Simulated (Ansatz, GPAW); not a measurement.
# A 6-layer slab of Al(111): converging a work function

How do cutoff, mesh, smearing and the dipole layer change the work function of a 6-layer slab of Al(111)?

Method: Ansatz plane waves; slab in vacuum with a dipole correction, relaxation, in the first sound run; inputs show where later runs differ, in GPAW 26.7.0 and Ansatz 0.2.0.

### 1. The starting structure

The cell holds 6 atoms: 6 Al. Cell: a = 2.864 Å, b = 2.864 Å, c = 25.691 Å, α = 90.0°, β = 90.0°, γ = 60.0°. Vacuum lies along c.

### 2. Relaxation

Forces are removed first; all later runs use this geometry. The lowest 3 atoms are held at bulk positions and keep their forces.

input.yaml

```yaml
crystal:
  lattice:
    - [2.8637824638, 0.0, 0.0]
    - [1.4318912319, 2.4801083646, 0.0]
    - [0.0, 0.0, 25.6913429511]
  atoms:
    - { symbol: Al, position: [0.3333333333, 0.3333333333, 0.2724653208] }
    - { symbol: Al, position: [0.6666666667, 0.6666666667, 0.3634791925] }
    - { symbol: Al, position: [0.0, 0.0, 0.4544930642] }
    - { symbol: Al, position: [0.3333333333, 0.3333333333, 0.5455069358] }
    - { symbol: Al, position: [0.6666666667, 0.6666666667, 0.6365208075] }
    - { symbol: Al, position: [0.0, 0.0, 0.7275346792] }
kpoints:
  mp_grid: { grid: [13, 13, 1] }
hamiltonian:
  xc: pbe
scf:
  occupations: { method: fermi_dirac, width: 0.1 }
efield:
  axis: 3
  dipole_correction: true
  ramp_width: 0.05
relax:
  f_tol: 0.02
  max_steps: 60
  constraints: [{ sites: [0, 1, 2] }]
output:
  write_potential: true
  write_density: true
  volumetric_format: npy
```

Launch:

```
$ ansatz run input.yaml --threads 4 --pin off --max-ram 8192MiB --backend cpu --events-out ev --progress --plain --runs-dir out
```

Numbers of over 12 decimals in the logs are rounded to 6 here.

What it wrote:

```text
Engine: ansatz 0.2.0, x86_64-unknown-linux-gnu
Pseudopotentials: kind: paw
Pseudopotential: Al, paw, valence charge 3, recommended cutoff 420 eV (normal), Al.paw.azcp
Functional definition: PBE
  parameter kappa = 0.804
  parameter beta = 0.066725
  exchange = pbe_x(kappa = kappa, mu = beta*pi^2/3)
  correlation = pbe_c(beta = beta)
Crystal: 6 atoms, lattice volume = 182.473 Å³
Basis set: ecut = 420 eV, 3601 PW (Γ), exchange–correlation on 40×40×360 points (8 copies of the dense FFT grid, shifted against one another)
Bands: 15, of which v1, the nominal top of the filled ones, is band 9 counted from 1 (8 counted from 0)
Symmetry: 6 space group operations
k-points: 21 of 169 (time reversal used)
Non-local potential: Al, projectors of the file, l = 0: 2, l = 1: 2, l = 2: 1
PAW form: soft (Blöchl's): semilocal exchange-correlation on the pseudo side does not see the compensation charge
PAW one-centre angular grid: Al, 110 points (default); XC on 64 Gauss nodes
Initial density: superposition of atomic densities (neutral atoms: chi_scale 0, normalization atom), corrected by the library's trained network
Initial wavefunctions: pseudopotential atomic-orbital guess
Functional: x = pbe(κ = 0.804, μ = 0.219515), c = pbe(β = 0.066725)
SCF iter   1: F=—  HF=-3224.309744 eV  |F-HF|=—  |Δ(HF+E_count)|=         —  Δρ=1.23e-3  dr2=4.23e-2  ethr=1.77e-3  p=0.000 e·Å  D=2.72e-14 V/Å  ΔV_dip=-0.00 eV  dr2_dipole=4.01e-8  V_vac-E_F(+/−)=3.99/3.99 eV  ⟨swp⟩=8.3  Hψ=2421  notcnv=0
efield: sawtooth ramp at fractional position 0.9750 (placed from the atoms, in the widest stretch of the axis that holds none; the zero of the levels goes with the place), width 0.0500; the density the first Hamiltonian is built on has a dipole p = 0.000 e·Å; the dipole correction subtracts the counter field D = 2.72e-14 V/Å, which shifts the + side's vacuum level by -0.00 eV against the − side's; the planar-averaged density in the ramp window peaks in size at 1.1e-4 e/Å³
preconditioner: auto → LDOS  [metal: Δε(μ)=0.046 eV  Ē_g=6.733 eV  σ=0.100 eV  W_gap=0.11  n_scr=14 (ndim 8)  ℏωp=11.7 eV  f_vac=0.361  D(μ)=2.80/eV (n_scr^D=12)  β→1.0]
SCF iter   2: F=—  HF=-3224.308620 eV  |F-HF|=—  |Δ(HF+E_count)|=   1.12e-3  Δρ=3.28e-4  dr2=4.04e-4  ethr=2.35e-4  p=-0.000 e·Å  D=-2.08e-5 V/Å  ΔV_dip=0.00 eV  dr2_dipole=1.10e-7  V_vac-E_F(+/−)=4.06/4.06 eV  ⟨swp⟩=1.6  Hψ=541  notcnv=0  defer=8
SCF iter   3: F=—  HF=-3224.308751 eV  |F-HF|=—  |Δ(HF+E_count)|=   1.31e-4  Δρ=9.81e-5  dr2=9.57e-5  ethr=2.25e-6  p=-0.000 e·Å  D=-4.74e-6 V/Å  ΔV_dip=0.00 eV  dr2_dipole=5.46e-8  V_vac-E_F(+/−)=4.05/4.05 eV  ⟨swp⟩=2.7  Hψ=617  notcnv=0  defer=8
iter 4 did not close the SCF: its close was put off for the readings that it lacked (scf_convergence_deferred on its scf_iter line)
SCF iter   4: F=-3224.308745 eV  HF=-3224.308748 eV  |F-HF|=3.07e-6  |Δ(HF+E_count)|=   2.84e-6  Δρ=2.65e-5  dr2=4.99e-6  ethr=5.32e-7  p=-0.000 e·Å  D=-7.20e-7 V/Å  ΔV_dip=0.00 eV  dr2_dipole=1.66e-9  V_vac-E_F(+/−)=4.05/4.05 eV  ⟨swp⟩=2.4  Hψ=494  notcnv=0  defer=8
iter 5 did not close the SCF: its close was put off for the readings that it lacked (scf_convergence_deferred on its scf_iter line)
SCF iter   5: F=-3224.308747 eV  HF=-3224.308747 eV  |F-HF|=1.34e-7  |Δ(HF+E_count)|=   3.80e-7  Δρ=5.94e-6  dr2=7.38e-8  ethr=2.77e-8  p=-0.000 e·Å  D=-6.82e-7 V/Å  ΔV_dip=0.00 eV  dr2_dipole=1.64e-11  V_vac-E_F(+/−)=4.05/4.05 eV  ⟨swp⟩=2.2  Hψ=503  notcnv=0  defer=8
SCF iter   6: F=-3224.308747 eV  HF=-3224.308747 eV  |F-HF|=1.79e-10  |Δ(HF+E_count)|=   1.37e-7  Δρ=1.35e-6  dr2=1.21e-8  ethr=4.10e-10  p=0.000 e·Å  D=8.50e-8 V/Å  ΔV_dip=-0.00 eV  dr2_dipole=4.12e-12  V_vac-E_F(+/−)=4.05/4.05 eV  ⟨swp⟩=7.9  Hψ=2257  notcnv=0
SCF 1 converged in 6 iterations: F = -3224.308747 eV  dr2 = 1.21e-8
  greatest PAW one-centre occupation: 0.463 electrons in one spin orbital (limit 2), on the Al atom at site 0 (counted from 0), in its partial waves of l = 0
relax step   1: F+E_penalty+E_count = -3224.30874744 eV  Δ(F+E_penalty+E_count) = +0.000e0 eV  max|allowed force component| = 7.523e-2 eV/Å  Δτ_max = 0.0000 Å  (6 SCF iters, dr2 threshold 1.00e-5 eV, accepted)
Initial density: handed on by an earlier stage of this run
Initial wavefunctions: those handed on with the density
iter 1 solved again at ethr=8.54e-5 eV; its pass at ethr=3.10e-3 eV (dr2=1.54e-2 eV) is discarded
SCF iter   1: F=—  HF=-3224.310293 eV  |F-HF|=—  |Δ(HF+E_count)|=         —  Δρ=6.65e-4  dr2=1.49e-2  ethr=8.54e-5  p=0.000 e·Å  D=8.43e-8 V/Å  ΔV_dip=-0.00 eV  dr2_dipole=3.16e-3  V_vac-E_F(+/−)=4.05/4.05 eV  ⟨swp⟩=1.0  Hψ=1229  notcnv=0  defer=10
efield: sawtooth ramp at fractional position 0.9750 (handed on by an earlier solve), width 0.0500; the density the first Hamiltonian is built on has a dipole p = 0.000 e·Å; the dipole correction subtracts the counter field D = 8.43e-8 V/Å, which shifts the + side's vacuum level by -0.00 eV against the − side's; the planar-averaged density in the ramp window peaks in size at 2.0e-6 e/Å³
preconditioner: auto → LDOS  [metal: Δε(μ)=0.055 eV  Ē_g=6.724 eV  σ=0.100 eV  W_gap=0.14  n_scr=14 (ndim 8)  ℏωp=11.7 eV  f_vac=0.361  D(μ)=2.82/eV (n_scr^D=12)  β→1.0]
SCF iter   2: F=—  HF=-3224.309542 eV  |F-HF|=—  |Δ(HF+E_count)|=   7.51e-4  Δρ=2.24e-4  dr2=2.64e-4  ethr=8.25e-5  p=0.000 e·Å  D=2.13e-4 V/Å  ΔV_dip=-0.01 eV  dr2_dipole=1.06e-5  V_vac-E_F(+/−)=4.04/4.05 eV  ⟨swp⟩=1.6  Hψ=349  notcnv=0  defer=10
SCF iter   3: F=—  HF=-3224.309478 eV  |F-HF|=—  |Δ(HF+E_count)|=   6.44e-5  Δρ=9.79e-5  dr2=1.22e-4  ethr=1.47e-6  p=0.000 e·Å  D=4.54e-4 V/Å  ΔV_dip=-0.01 eV  dr2_dipole=1.70e-5  V_vac-E_F(+/−)=4.04/4.05 eV  ⟨swp⟩=2.6  Hψ=597  notcnv=0  defer=10
SCF iter   4: F=—  HF=-3224.309467 eV  |F-HF|=—  |Δ(HF+E_count)|=   1.07e-5  Δρ=9.69e-6  dr2=5.84e-7  ethr=6.77e-7  p=0.000 e·Å  D=3.67e-4 V/Å  ΔV_dip=-0.01 eV  dr2_dipole=3.66e-8  V_vac-E_F(+/−)=4.04/4.05 eV  ⟨swp⟩=1.8  Hψ=410  notcnv=0  defer=10
SCF iter   5: F=—  HF=-3224.309500 eV  |F-HF|=—  |Δ(HF+E_count)|=   3.30e-5  Δρ=4.06e-6  dr2=7.94e-8  ethr=5.56e-10  p=0.000 e·Å  D=3.53e-4 V/Å  ΔV_dip=-0.01 eV  dr2_dipole=3.29e-9  V_vac-E_F(+/−)=4.04/4.05 eV  ⟨swp⟩=11.1  Hψ=2397  notcnv=0
SCF iter   6: F=-3224.309500 eV  HF=-3224.309500 eV  |F-HF|=2.18e-9  |Δ(HF+E_count)|=   1.08e-8  Δρ=9.18e-7  dr2=3.10e-9  ethr=4.41e-10  p=0.000 e·Å  D=3.44e-4 V/Å  ΔV_dip=-0.01 eV  dr2_dipole=4.13e-10  V_vac-E_F(+/−)=4.04/4.05 eV  ⟨swp⟩=7.9  Hψ=2134  notcnv=0
SCF 2 converged in 6 iterations: F = -3224.309500 eV  dr2 = 3.10e-9
relax step   2: F+E_penalty+E_count = -3224.30950011 eV  Δ(F+E_penalty+E_count) = -7.527e-4 eV  max|allowed force component| = 2.247e-2 eV/Å  Δτ_max = 0.0342 Å  (6 SCF iters, accepted)
SCF iter   1: F=—  HF=-3224.309550 eV  |F-HF|=—  |Δ(HF+E_count)|=         —  Δρ=9.33e-5  dr2=1.48e-4  ethr=1.21e-5  p=0.000 e·Å  D=3.44e-4 V/Å  ΔV_dip=-0.01 eV  dr2_dipole=4.23e-5  V_vac-E_F(+/−)=4.04/4.05 eV  ⟨swp⟩=2.5  Hψ=827  notcnv=0  defer=10
efield: sawtooth ramp at fractional position 0.9750 (handed on by an earlier solve), width 0.0500; the density the first Hamiltonian is built on has a dipole p = 0.000 e·Å; the dipole correction subtracts the counter field D = 3.44e-4 V/Å, which shifts the + side's vacuum level by -0.01 eV against the − side's; the planar-averaged density in the ramp window peaks in size at 2.0e-6 e/Å³
preconditioner: auto → LDOS  [metal: Δε(μ)=0.052 eV  Ē_g=6.723 eV  σ=0.100 eV  W_gap=0.13  n_scr=14 (ndim 8)  ℏωp=11.7 eV  f_vac=0.361  D(μ)=2.82/eV (n_scr^D=12)  β→1.0]
SCF iter   2: F=—  HF=-3224.309529 eV  |F-HF|=—  |Δ(HF+E_count)|=   2.05e-5  Δρ=6.68e-5  dr2=3.45e-5  ethr=8.20e-7  p=0.000 e·Å  D=3.38e-4 V/Å  ΔV_dip=-0.01 eV  dr2_dipole=4.21e-6  V_vac-E_F(+/−)=4.04/4.05 eV  ⟨swp⟩=2.6  Hψ=633  notcnv=0  defer=10
SCF iter   3: F=—  HF=-3224.309558 eV  |F-HF|=—  |Δ(HF+E_count)|=   2.85e-5  Δρ=1.03e-5  dr2=6.75e-7  ethr=1.92e-7  p=0.000 e·Å  D=2.78e-4 V/Å  ΔV_dip=-0.01 eV  dr2_dipole=5.83e-8  V_vac-E_F(+/−)=4.04/4.05 eV  ⟨swp⟩=2.4  Hψ=468  notcnv=0  defer=10
SCF iter   4: F=-3224.309558 eV  HF=-3224.309558 eV  |F-HF|=1.49e-8  |Δ(HF+E_count)|=   7.50e-8  Δρ=1.99e-6  dr2=6.75e-9  ethr=5.56e-10  p=0.000 e·Å  D=2.67e-4 V/Å  ΔV_dip=-0.01 eV  dr2_dipole=5.65e-11  V_vac-E_F(+/−)=4.04/4.05 eV  ⟨swp⟩=10.7  Hψ=2364  notcnv=0
SCF 3 converged in 4 iterations: F = -3224.309558 eV  dr2 = 6.75e-9
relax step   3: F+E_penalty+E_count = -3224.30955808 eV  Δ(F+E_penalty+E_count) = -5.797e-5 eV  max|allowed force component| = 5.330e-4 eV/Å  Δτ_max = 0.0045 Å  (4 SCF iters, accepted)
NSCF: frozen V_eff on 21 k-points
the band table was solved once a step of the walk had ended and its energy, with any forces and stress, was formed, with the checks that follow a solve (2918 applications of the Hamiltonian). They found nothing against the state; the energy, forces and stress were not computed again (output.eigenvalues in the input reference)
WARN: The input density's exchange-correlation potential varies sharply where the density is thin. Do not read a vacuum level from v_tot or v_xc, or from such a field of the output density. On a cell that repeats whose density bears no net charge and no dipole along the vacuum's axis use v_es (v_loc + v_h of the components); under efield.dipole_correction with no amplitude use v_es + v_field, which holds any external [...]
SCF converged after 4 iterations
Free energy (F): -3224.309558 eV
Harris-Foulkes:  -3224.309558 eV  (|F-HF|=1.49e-8)
Internal energy: -3224.219011 eV  (E = F + TS)
E sigma→0 (E₀):  -3224.264285 eV
Entropy (-TS):   -0.090547 eV (-15.091 meV/atom)
Fermi energy:    2.498333 eV
Dipole field:    D = 0.000278 V/Å  (p = 0.000280 e·Å, saw-weighted, corrected)
Work function:   Φ+ = 4.0417 eV   Φ− = 4.0489 eV
Levels:          The Fermi level and band energies are counted from a zero that moves with the ramp; work functions are not
--- Per-component energies (eV) ---
  E_band       = -30.951205
  E_kinetic    = 132.636382
  E_local      = -3631.751666  (includes V_loc(G=0)·N_el)
  E_nonlocal   = 62.302946
  E_hartree    = 1799.159392
  E_xc         = -236.086737
  E_vxc        = -170.626901  (∫ρ·V_xc dr)
  E_paw        = -2803.846055  (= ΣΔE_a)
  E_vpaw       = -21.829927  (= ΣTr[D̂ρ^β])
  E_aug_tail   = -0.000013  (compensation charges beyond the density's cutoff)
  E_efield     = 0.000000  (sawtooth field / dipole correction)
  E_vefield    = 0.000057  (∫n·V_field dr)
  E_ewald      = 1453.366741
  E_smearing   = -0.090547  (= −TS)
  E_closure    = 0.000000  (closes the sum)
  Σ components = -3224.309558   (vs F -3224.309558, Δ=0.00e0)
--- Forces (eV/Å), atoms counted from 1 ---
  atom   1  Al     0.00000000     0.00000000    -0.02852628
  atom   2  Al     0.00000000     0.00000000     0.07750402
  atom   3  Al     0.00000000     0.00000000    -0.04836772
  atom   4  Al     0.00000000     0.00000000    -0.00053301
  atom   5  Al    -0.00000000    -0.00000000     0.00036875
  atom   6  Al    -0.00000000    -0.00000000    -0.00043839
  max |Σ_I F_I| component: 7.37e-6 eV/Å
--- Band table (eV; the first three rows and the last of 21) ---
  k-point 0: bands = [... 5 lower, -2.9148, -1.1897, 0.8981, 2.9806, 4.8743, 5.9611, 6.9895, 7.2073, ... 2 higher]
  k-point 1: bands = [... 5 lower, -2.7754, -1.0565, 1.0311, 3.1114, 5.0045, 6.0996, 7.1230, 7.3399, ... 2 higher]
  k-point 2: bands = [... 5 lower, -2.3589, -0.6579, 1.4272, 3.4964, 5.3776, 6.5012, 7.4638, 7.6860, ... 2 higher]
  k-point 20: bands = [... 5 lower, 0.4077, 0.4283, 0.5831, 1.0257, 1.2498, 1.9099, 2.0881, 2.9341, ... 2 higher]
--- Relaxed structure (3 steps of the walk, 3 accepted, 0 SCFs on fresh bases) ---
  F+E_penalty+E_count = -3224.30955808 eV   max|allowed force component| = 5.330e-4 eV/Å
  atoms:
    - { symbol: Al, position: [0.333333, 0.333333, 0.272465] }
    - { symbol: Al, position: [0.666667, 0.666667, 0.363479] }
    - { symbol: Al, position: [0.0, 0.0, 0.454493] }
    - { symbol: Al, position: [0.333333, 0.333333, 0.544986] }
    - { symbol: Al, position: [0.666667, 0.666667, 0.635234] }
    - { symbol: Al, position: [0, 0, 0.726667] }
```

Elapsed: 5.7 s, on 4 threads of Intel Xeon Platinum 8488C (Sapphire Rapids), shared host; peak memory 0.48 GiB.

Step by step:

```
step  energy less that of the first step (eV)  largest force component (eV/Å)
   1                                   0.0000                          0.0752
   2                                  -0.0008                          0.0225
   3                                  -0.0008                          0.0005
```

Forces are held to the 6 operations that the run works with; a distortion that breaks them can't arise in this run.

The atoms that moved most (Å):

| atom | dx | dy | dz | length |
| --- | --- | --- | --- | --- |
| Al5 | 0.000 | 0.000 | -0.033 | 0.033 |
| Al6 | 0.000 | 0.000 | -0.022 | 0.022 |
| Al4 | 0.000 | 0.000 | -0.013 | 0.013 |

The relaxed structure:

```
Al
1.0
     2.86378    0.00000    0.00000
     1.43189    2.48011    0.00000
     0.00000    0.00000   25.69134
Al
6
Direct
  0.33333 0.33333 0.27247
  0.66667 0.66667 0.36348
  0.00000 0.00000 0.45449
  0.33333 0.33333 0.54499
  0.66667 0.66667 0.63523
  0.00000 0.00000 0.72667
```

This step gave:

- free energy: -3224.3096 eV
- smearing term TS: 0.09055 eV
- symmetry operations: 6
- upper work function: 4.042 eV
- lower work function: 4.049 eV
- dipole along the normal: 2.80e-4 e·Å
- dipole field: 2.78e-4 V/Å
- vacuum level above: 6.540 eV
- vacuum level below: 6.547 eV

The electrostatic potential energy of an electron (with the applied field's), less the Fermi level, planar mean oscillates, so the rows of the table below give means over windows of 2.36 Å about each position, cut where the curve ends. Its maxima inside the range that stand out by 2 % of the span (Å: eV): 8.1: -0.474, 10.6: -0.487, 12.8: -0.514, 15.1: -0.564, 17.6: -0.461. Its minima: 7.0: -7.25, 9.3: -7.34, 11.7: -7.33, 14.0: -7.34, 16.3: -7.34, 18.7: -7.25.

Table of electrostatic potential energy of an electron (with the applied field's), less the Fermi level, planar mean by z; means over each step:

```
z (Å)  electrostatic potential energy of an electron (with the applied field's), less the Fermi level, planar mean (eV)
 1.18                                                                                                              4.05
 3.54                                                                                                              4.02
 5.90                                                                                                            -0.865
 8.26                                                                                                             -4.59
10.62                                                                                                             -4.59
12.98                                                                                                             -4.64
15.34                                                                                                             -4.67
17.70                                                                                                             -4.53
20.06                                                                                                             0.502
22.42                                                                                                              4.03
24.78                                                                                                              4.04
```

The valence density, planar mean by z:

| z (Å) | valence density, planar mean (e/Å³) |
| --- | --- |
| 2.0 | 5.9e-6 |
| 2.5 | 2.1e-5 |
| 3.0 | 7.6e-5 |
| 3.5 | 2.8e-4 |
| 4.0 | 9.8e-4 |
| 4.5 | 0.00357 |
| 5.0 | 0.0124 |
| 5.5 | 0.0405 |
| 6.0 | 0.105 |
| 6.5 | 0.169 |
| 7.0 | 0.184 |
| 7.5 | 0.180 |
| 8.0 | 0.176 |
| 8.5 | 0.183 |
| 9.0 | 0.181 |
| 9.5 | 0.179 |
| 10.0 | 0.184 |
| 10.5 | 0.177 |
| 11.0 | 0.182 |
| 11.5 | 0.180 |
| 12.0 | 0.182 |
| 12.5 | 0.183 |
| 13.0 | 0.179 |
| 13.5 | 0.184 |
| 14.0 | 0.180 |
| 14.5 | 0.182 |
| 15.0 | 0.181 |
| 15.5 | 0.185 |
| 16.0 | 0.181 |
| 16.5 | 0.179 |
| 17.0 | 0.184 |
| 17.5 | 0.175 |
| 18.0 | 0.179 |
| 18.5 | 0.182 |
| 19.0 | 0.179 |
| 19.5 | 0.131 |
| 20.0 | 0.0576 |
| 20.5 | 0.0189 |
| 21.0 | 0.00542 |
| 21.5 | 0.00153 |
| 22.0 | 4.2e-4 |
| 22.5 | 1.2e-4 |
| 23.0 | 3.3e-5 |
| 23.5 | 9.1e-6 |

The relaxation lowered the energy of the cell by 8.1e-4 eV.

(Part 1 of 3 ends here.)

[Logs are printed without paths, hosts, clocks, repeated set-up lines and the standing remarks that a program may print on its own settings, such as how far it seeks lower states.]

[Hosts, paths, dates, database ids (printed as entryN), source tags and the programs' standing remarks are cut or masked in the printed files.]
